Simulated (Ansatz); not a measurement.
# Te2Pb (model cell, started as rutile): from the cell to its phonons, part 2 of 2

Aim: the vibrations of Te2Pb (model cell, started as rutile), their spectra, and whether the structure is stable.

Ansatz 0.2.0; DFT PBEsol, scalar-relativistic, plane waves, PAW.

So far. Step 3 (Relaxing to small forces for the phonons): The largest force component left is 0.34 meV/Å and the pressure is 0.002 GPa, within the tolerances set. The cell now holds 37.71 Å³/atom. The relaxed cell has a = 6.284, c = 5.731 Å (conventional setting).

The structure was built from a prototype and need not be the compound's stable phase.

**4. Modes at Γ**

The zone centre is the only wavevector solved here; it holds the modes that light can see, as far as symmetry allows. No field response is asked, since the mesh shows no gap.

File input.yaml:

```yaml
crystal:
  lattice:
    - [6.2837440113, 0.0, 0.0]
    - [0.0, 6.2837440113, 0.0]
    - [0.0, 0.0, 5.7309201388]
  atoms:
    - { symbol: Pb, position: [0.0, 0.0, 0.0] }
    - { symbol: Pb, position: [0.5, 0.5, 0.5] }
    - { symbol: Te, position: [0.3391187516, 0.3391187516, 0.0] }
    - { symbol: Te, position: [0.6608812484, 0.6608812484, 0.0] }
    - { symbol: Te, position: [0.8391187516, 0.1608812484, 0.5] }
    - { symbol: Te, position: [0.1608812484, 0.8391187516, 0.5] }
kpoints:
  mp_grid: { grid: [6, 6, 8] }
hamiltonian:
  xc: pbesol
scf:
  occupations: { method: methfessel_paxton, width: 0.2 }
output:
  eigenvalues: true
phonons:
  method: dfpt
```

Command:

```
$ ansatz run input.yaml --threads 8 --pin off --max-ram 14336MiB --backend cpu --events-out ev --progress --plain --runs-dir out
```

Numbers of over 12 decimals in the logs are rounded to 6 here.

What it wrote:

```text
zone centre: on kpoints.mp_grid the ground state, and the responses unless they are solved on pairs of k-points, stand on 100 of the mesh's 288 k-points, reduced under 2 symmetry operations, with k and −k counted as one. Each operation leaves every solved displacement unchanged or reverses it
[...]
Crystal: 6 atoms, lattice volume = 226.288 Å³
Basis set: ecut = 420 eV, 4431 PW (Γ), exchange–correlation on 96×96×80 points (8 copies of the dense FFT grid, shifted against one another)
Bands: 56, of which v1, the nominal top of the filled ones, is band 46 counted from 1 (45 counted from 0)
Symmetry: 16 space group operations
k-points: 100 of 288 (irreducible under 2 space group operations, time reversal used)
[...]
SCF iter   1: F=—  HF=-51114.925583 eV  |F-HF|=—  |Δ(HF+E_count)|=         —  Δρ=2.47e-3  dr2=2.61e-2  ethr=1.77e-3  ⟨swp⟩=7.7  Hψ=23162  notcnv=0
[...]
SCF iter  10: F=-51114.916494 eV  HF=-51114.916494 eV  |F-HF|=1.46e-11  |Δ(HF+E_count)|=  3.64e-11  S|Δr|=    0.00e0  Δρ=4.87e-8  dr2=3.73e-12  ethr=1.00e-12  ⟨swp⟩=11.1  Hψ=35201  notcnv=0
SCF 1 converged in 10 iterations: F = -51114.916494 eV  dr2 = 3.73e-12
[...]
DFPT response loops at Γ: preconditioner auto → Kerker (q_TF=auto, 2.348 Å⁻¹) (partly filled bands, converged f_vac=0.029); β = 1.00, the filter's whole step (`scf.mixing.beta` (0.50) is not read by the response loops under this deck's `scf.mixing.preconditioner`; to damp them name `kerker` or `kerker_dos`, under which they read `scf.mixing.beta`, and type it under 1.00, their step now; both keys bind the ground state too); Broyden in place of MSR1
SCF converged after 10 iterations
[...]
Free energy (F): -51114.916494 eV
[...]
Internal energy: -51114.908362 eV  (E = F + TS)
E sigma→0 (E₀):  -51114.914461 eV
Entropy (-TS):   -0.008132 eV (-1.355 meV/atom)
Fermi energy:    6.831732 eV
[...]
--- Band table (eV; the first three rows and the last of 100) ---
  k-point 0: bands = [... 42 lower, 5.0031, 6.1586, 6.1586, 6.5588, 6.5588, 6.9719, 7.9987, 7.9987, ... 6 higher]
  k-point 1: bands = [... 42 lower, 5.0553, 5.7123, 5.7123, 6.6771, 6.6771, 6.8537, 8.3549, 8.3549, ... 6 higher]
  k-point 2: bands = [... 42 lower, 5.2216, 5.2216, 5.5108, 6.4731, 6.4731, 6.5518, 9.0900, 9.2061, ... 6 higher]
  k-point 99: bands = [... 42 lower, 6.3343, 6.3343, 6.4303, 6.4303, 7.0256, 7.0256, 9.2349, 9.2349, ... 6 higher]
--- Phonons (Γ-DFPT): 4 representative perturbations + reference, on 100 of 288 k-points (Σ response iterations 12) ---
  k mesh reduced under 2 symmetry operations, with k and −k counted as one. Each operation leaves every solved displacement unchanged or reverses it
  ASR residual: 1.634e-4 → 0.000e0 eV/Å²; symmetrization residual: 4.799e-5 eV/Å²
  ASR residual per site (eV/Å²): 9.69e-5 9.69e-5 1.63e-4 1.63e-4 1.63e-4 1.63e-4
  Γ frequencies (cm⁻¹): -62.45 -57.05 -31.48 -31.48 -26.29 0.00 0.00 0.00 44.61 44.61 45.21 70.77 70.77 75.75 114.88 114.88 137.73 148.52
  non-analytic LO–TO correction: not included (Born effective charges unavailable; polar crystals: no LO–TO splitting at Γ)
```

It took 1.8 min on 8 threads of Arm Neoverse V2, shared host; peak memory 4.2 GiB; 13 min of CPU time.

Numbers from this step:

```yaml
sum_rule_residual_before_enforcement: 1.63e-4 eV/Å²
point_group: 4/mmm
highest_optical_mode_at_the_zone_centre_no_lo_to_term: 148.5 cm⁻¹
lowest_optical_zone_centre_mode: -62.45 cm⁻¹
```

Patterns of degenerate modes are one choice out of their space. The modes at Γ (shares of kinetic energy by element, %) (negative means imaginary):

```csv
mode,frequency (cm⁻¹),symmetry,Pb %,Te %
1,-62.5,A2g,0,100
2,-57.0,B1g,0,100
3,-31.5,Eu,29,71
4,-31.5,Eu,29,71
5,-26.3,B1u,78,22
6,0.0,acoustic,45,55
7,0.0,acoustic,45,55
8,0.0,acoustic,45,55
9,44.6,Eu,79,21
10,44.6,Eu,79,21
11,45.2,A2u,55,45
12,70.8,Eg,0,100
13,70.8,Eg,0,100
14,75.8,B1u,22,78
15,114.9,Eu,48,52
16,114.9,Eu,48,52
17,137.7,B2g,0,100
18,148.5,A1g,0,100
```

Displacements in mode 1 (-62.5 cm⁻¹), the largest set to 1:
```
Pb1  0.00  0.00  0.00
Pb2  0.00  0.00  0.00
Te3 -1.00  1.00  0.00
Te4  1.00 -1.00  0.00
Te5  1.00  1.00  0.00
Te6 -1.00 -1.00  0.00
```

Displacements in mode 9 (44.6 cm⁻¹), the largest set to 1:
```
Pb1  0.07 -0.96  0.00
Pb2  0.28  1.00  0.00
Te3 -0.19 -0.46  0.00
Te4 -0.19 -0.46  0.00
Te5 -0.09  0.43  0.00
Te6 -0.09  0.43  0.00
```

Before it was imposed, the acoustic sum rule was missed by 1.6e-4 eV/Å². Small misses are needed for a sound result but don't prove that mesh and cutoff are converged. The lowest optical mode is imaginary, 62.5i cm⁻¹, so the energy falls along it.

**5. Outcome**

| Item | Value |
| --- | --- |
| space group after relaxation (within 0.01 Å) | P4_2/mnm |
| volume per atom | 37.7 Å³ |
| electronic character | no gap on this mesh |
| highest optical mode at the zone centre (no LO-TO term) | 149 cm⁻¹ |
| lowest optical zone-centre mode | -62.5 cm⁻¹ |
| imaginary modes at Γ (the only wavevector solved) | yes |

What this shows: A zone-centre mode is imaginary (62.5i cm⁻¹), so this structure is not a minimum of the energy. The optical modes at Γ span -62 to 149 cm⁻¹ (negative means imaginary). The dispersion is not part of this account. The highest mode in this list at Γ, 148.5 cm⁻¹, is mostly motion of Te (100 % of the kinetic energy). With no gap, or one that is small against the smearing, the frequencies hang on the k mesh and the smearing, most of all near Kohn anomalies. Spin-orbit coupling is left out, which can matter for the heavy elements here. The starting cell was built on a prototype and not taken from a measurement, so the phase need not exist. These are harmonic frequencies at zero temperature: anharmonic shifts, linewidths and thermal expansion are left out.

[Logs are printed without paths, hosts, clocks, repeated set-up lines and the standing remarks that a program may print on its own settings, such as how far it seeks lower states.]

[Hosts, paths, dates, database ids (printed as entryN), source tags and the programs' standing remarks are cut or masked in the printed files.]
